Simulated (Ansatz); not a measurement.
# Sc (P6_3/mmc): phonon-mediated transition temperature, part 2 of 2

Each step names its level of theory.

So far, log mean phonon energy ħω_log (meV): step 2 (coupling and resistivity: PseudoDojo files) 17.0.

## Step 4: Resistivity: r2SCAN at its own relaxed cell

The functional sets the lattice constant, the bands and the force constants.

This step: DFT r2SCAN, scalar-relativistic, plane waves, PAW; PAW set soft_1 (Ansatz 0.2.0).

input.yaml

```yaml
crystal:
  lattice:
    - [3.3313049318, 0.0, 0.0]
    - [-1.6656524659, 2.8849946987, 0.0]
    - [0.0, 0.0, 5.1886165696]
  atoms:
    - { symbol: Sc, position: [0.3333333333, 0.6666666667, 0.25] }
    - { symbol: Sc, position: [0.6666666667, 0.3333333333, 0.75] }
kpoints:
  mp_grid: { grid: [12, 12, 6] }
hamiltonian:
  xc: r2scan
  pseudopotentials: { kind: paw, azcp: { folder: soft_1 } }
scf:
  occupations: { method: methfessel_paxton, width: 0.2 }
output:
  eigenvalues: true
phonons:
  method: dfpt
  qmesh: [6, 6, 3]
  temperatures: { t_max: 1000, t_step: 50 }
  qpath:
    path:
      - [[0.0, 0.0, 0.0], [0.5, 0.0, 0.0], [0.33333333, 0.33333333, 0.0], [0.0, 0.0, 0.0], [0.0, 0.0, 0.5], [0.5, 0.0, 0.5], [0.33333333, 0.33333333, 0.5], [0.0, 0.0, 0.5]]
      - [[0.5, 0.0, 0.5], [0.5, 0.0, 0.0]]
    npoints: 6
  electrical_resistivity:
    mesh: [24, 24, 12]
    temperatures: [20.0, 50.0, 80.0, 100.0, 150.0, 200.0, 273.0, 300.0, 400.0, 500.0, 600.0, 800.0]
  superconductivity: { mesh: [24, 24, 12], eliashberg_equations: false }
```

Command:

```bash
ansatz run input.yaml --threads 16 --pin off --max-ram 92160MiB --backend cuda --events-out ev --progress --plain --runs-dir out --max-vram 78GiB
```

Numbers of over 12 decimals in the logs are rounded to 6 here.

The log of the run:

```text
[...]
Crystal: 2 atoms, lattice volume = 49.867 Å³
Basis set: ecut = 500 eV, 1243 PW (Γ), exchange–correlation on 125×125×200 points (125 copies of the dense FFT grid, shifted against one another)
Bands: 15, of which v1, the nominal top of the filled ones, is band 11 counted from 1 (10 counted from 0)
Symmetry: 24 space group operations
k-points: 242 of 864 (irreducible under 2 space group operations, time reversal used)
[...]
SCF iter   2: F=—  HF=-4281.154415 eV  |F-HF|=—  |Δ(HF+E_count)|=   3.33e-2  S|Δr|=    0.00e0  Δρ=1.53e-2  dr2=1.67e-1  dr2_τ=1.50e-3  ethr=2.68e-3  ⟨swp⟩=2.4  Hψ=5781  notcnv=0
[...]
SCF iter   8: F=-4281.122578 eV  HF=-4281.122578 eV  |F-HF|=2.73e-12  |Δ(HF+E_count)|=  1.46e-10  S|Δr|=    0.00e0  Δρ=6.28e-8  dr2=9.93e-13  dr2_τ=3.02e-13  ethr=1.00e-12  ⟨swp⟩=5.0  Hψ=13707  notcnv=0
SCF 1 converged in 8 iterations: F = -4281.122578 eV  dr2 = 9.93e-13
[...]
DFPT response loops at Γ: preconditioner auto → Kerker (q_TF=auto, 2.380 Å⁻¹) (partly filled bands, converged f_vac=0.000); β = 1.00, the filter's whole step (`scf.mixing.beta` (0.50) is not read by the response loops under this deck's `scf.mixing.preconditioner`; to damp them name `kerker` or `kerker_dos`, under which they read `scf.mixing.beta`, and type it under 1.00, their step now; both keys bind the ground state too); Broyden in place of MSR1
[...]
NSCF: frozen V_eff on 76 k-points, pencils in batches of 32, up to order 60
[...]
NSCF: frozen V_eff on 516 k-points
[...]
SCF 2 converged in 8 iterations: F = -4281.122578 eV  dr2 = 1.02e-12
[...]
SCF converged after 8 iterations
[...]
not converged in the mesh (λ; the resistivity at 20 K by 13.40 %; the resistivity at 50 K by 6.20 %; the resistivity at 80 K by 4.36 %; the resistivity at 100 K by 3.63 %; the resistivity at 150 K by 2.74 %; the resistivity at 200 K by 3.13 %; the resistivity at 273 K by 3.38 %; the resistivity at 300 K by 3.39 %; the resistivity at 400 K by 3.23 %; the resistivity at 500 K by 2.90 %; the resistivity at 600 K by 2. [...]
  vibrations of 108 cells: unjudged by the run; compare a larger repeat
[...]
--- Superconductivity: potentials and phonons of a 6×6×3 supercell ---
[...]
mesh         λ    ħω_log (meV)  μ* declared at (meV)
       24×24×12    0.6302          15.612               17.483
        12×12×6    0.6197          15.744               17.568
          6×6×3    0.6312          16.102               17.793
  λ by the species' shares of the modes' patterns: Sc 0.6302
[...]
0.08      5.755         5.946             -             -             -             -              -
      0.10      4.783         4.928             -             -             -             -              -
      0.12      3.888         3.995             -             -             -             -              -
      0.13      3.472         3.564             -             -             -             -              -
      0.14      3.078         3.156             -             -             -             -              -
      0.16      2.360         2.415             -             -             -             -              -
      0.20      1.223         1.248             -             -             -             -              -
[...]
vibrations of 108 cells: unjudged by the run; compare a larger repeat
[...]
```

Wall time 5.4 min (1 × NVIDIA GB200 with 16 threads of Arm Neoverse V2, shared host); peak memory 8.1 GiB.

Numbers from this step:

| Quantity | Value |
| --- | --- |
| volume per atom | 24.93 Å³/atom |
| zero-point energy | 0.05847 eV/cell |
| highest frequency, solved or plainly interpolated | 238.1 cm⁻¹ |
| Debye temperature (second moment) | 304 K |
| resistivity at 300 K | 68.27 μΩ cm, mean of the axes |
| coupling constant λ | 0.6302 |
| density of states at the Fermi level | 2.011 states/eV a spin and cell |
| log mean phonon energy ħω_log | 15.61 meV |
| transport coupling constant λ_tr | 0.7276, 0.7276, 0.7532 (xx, yy, zz) |
| Drude plasma energy | 3.085, 3.085, 4.848 eV (xx, yy, zz) |
| resistivity times mean free path | 14.89, 14.89, 5.195 × 10⁻¹⁶ Ω m² (xx, yy, zz) |
| second-moment phonon energy ħω₂ | 17.48 meV |
| coupling λ by branch | 0.219, 0.133, 0.0783, 0.0843, 0.0718, 0.0438 (branches by rank of frequency) |

Transition temperatures:

```tsv
μ*	McMillan Tc (K)	Allen–Dynes Tc (K)
0.08	5.76	5.95
0.1	4.78	4.93
0.12	3.89	4
0.13	3.47	3.56
0.14	3.08	3.16
0.16	2.36	2.42
0.2	1.22	1.25
```

The Eliashberg function α²F has structure finer than the step of the table below, so its rows give means over 1 meV, whole bins alone (the curve runs from 0.115 to 29.4 meV). Peaks (meV: height): α²F 11.4: 0.541, 22.7: 0.358, 24.8: 0.442; α²F tr 11.4: 0.726, 22.7: 0.489, 24.8: 0.649.

Eliashberg function α²F against phonon energy; means over each step:

```tsv
phonon energy (meV)	α²F	α²F tr
1	4.7e-5	0
2	7.7e-4	7.0e-5
3	0.00229	3.6e-4
4	0.00484	0.00120
5	0.00847	0.00272
6	0.0134	0.00523
7	0.0205	0.00923
8	0.0302	0.0156
9	0.0442	0.0274
10	0.0732	0.0575
11	0.307	0.387
12	0.454	0.610
13	0.338	0.432
14	0.282	0.336
15	0.253	0.282
16	0.261	0.259
17	0.248	0.229
18	0.214	0.198
19	0.258	0.287
20	0.294	0.379
21	0.305	0.408
22	0.322	0.417
23	0.310	0.404
24	0.385	0.533
25	0.376	0.526
26	0.247	0.307
27	0.122	0.135
28	0.0483	0.0374
```

## Step 5: Results

| Item | Value |
| --- | --- |
| meshes | q 6×6×3, k 12×12×6, scattering 24×24×12 |
| coupling constant λ | 0.630 |
| log mean phonon energy ħω_log | 15.6 meV |
| Allen–Dynes Tc at μ* = 0.1 | 4.93 K |
| Allen–Dynes Tc at μ* = 0.13 | 3.56 K |

In the last run (r2SCAN, q 6×6×3, k 12×12×6, scattering 24×24×12), with λ = 0.63 and ħω_log = 15.6 meV, Tc at μ* = 0.13 is 3.5 K by McMillan's formula and 3.6 K by Allen and Dynes's. Wikipedia's list of superconducting elements holds no transition of Sc at normal pressure, while the calculation gives 3.6 K at μ* = 0.13; these runs do not show why: μ* may be larger, spin fluctuations are left out, and the cell, functional and meshes all move λ. Raising μ* from 0.10 to 0.16 lowers the Allen–Dynes value from 4.9 to 2.4 K. By the run's own test λ is not converged in the fine mesh: it moves by 2 % between the two finest, and by up to 3 % in the other runs. The run's transport test calls it not converged in the mesh; ρ(300 K) moves by 3 % in the component that moves most. Over the runs, λ takes the values 0.479, 0.481 and 0.630, in the order shown. μ* is a typed number, phonons are harmonic, and spin fluctuations are left out; at μ* = 0.13 McMillan's formula turns 1 % in λ into about 3.4 % in Tc.

[Logs are printed without paths, hosts, clocks, repeated set-up lines and the standing remarks that a program may print on its own settings, such as how far it seeks lower states.]

[Hosts, paths, dates, database ids (printed as entryN), source tags and the programs' standing remarks are cut or masked in the printed files.]
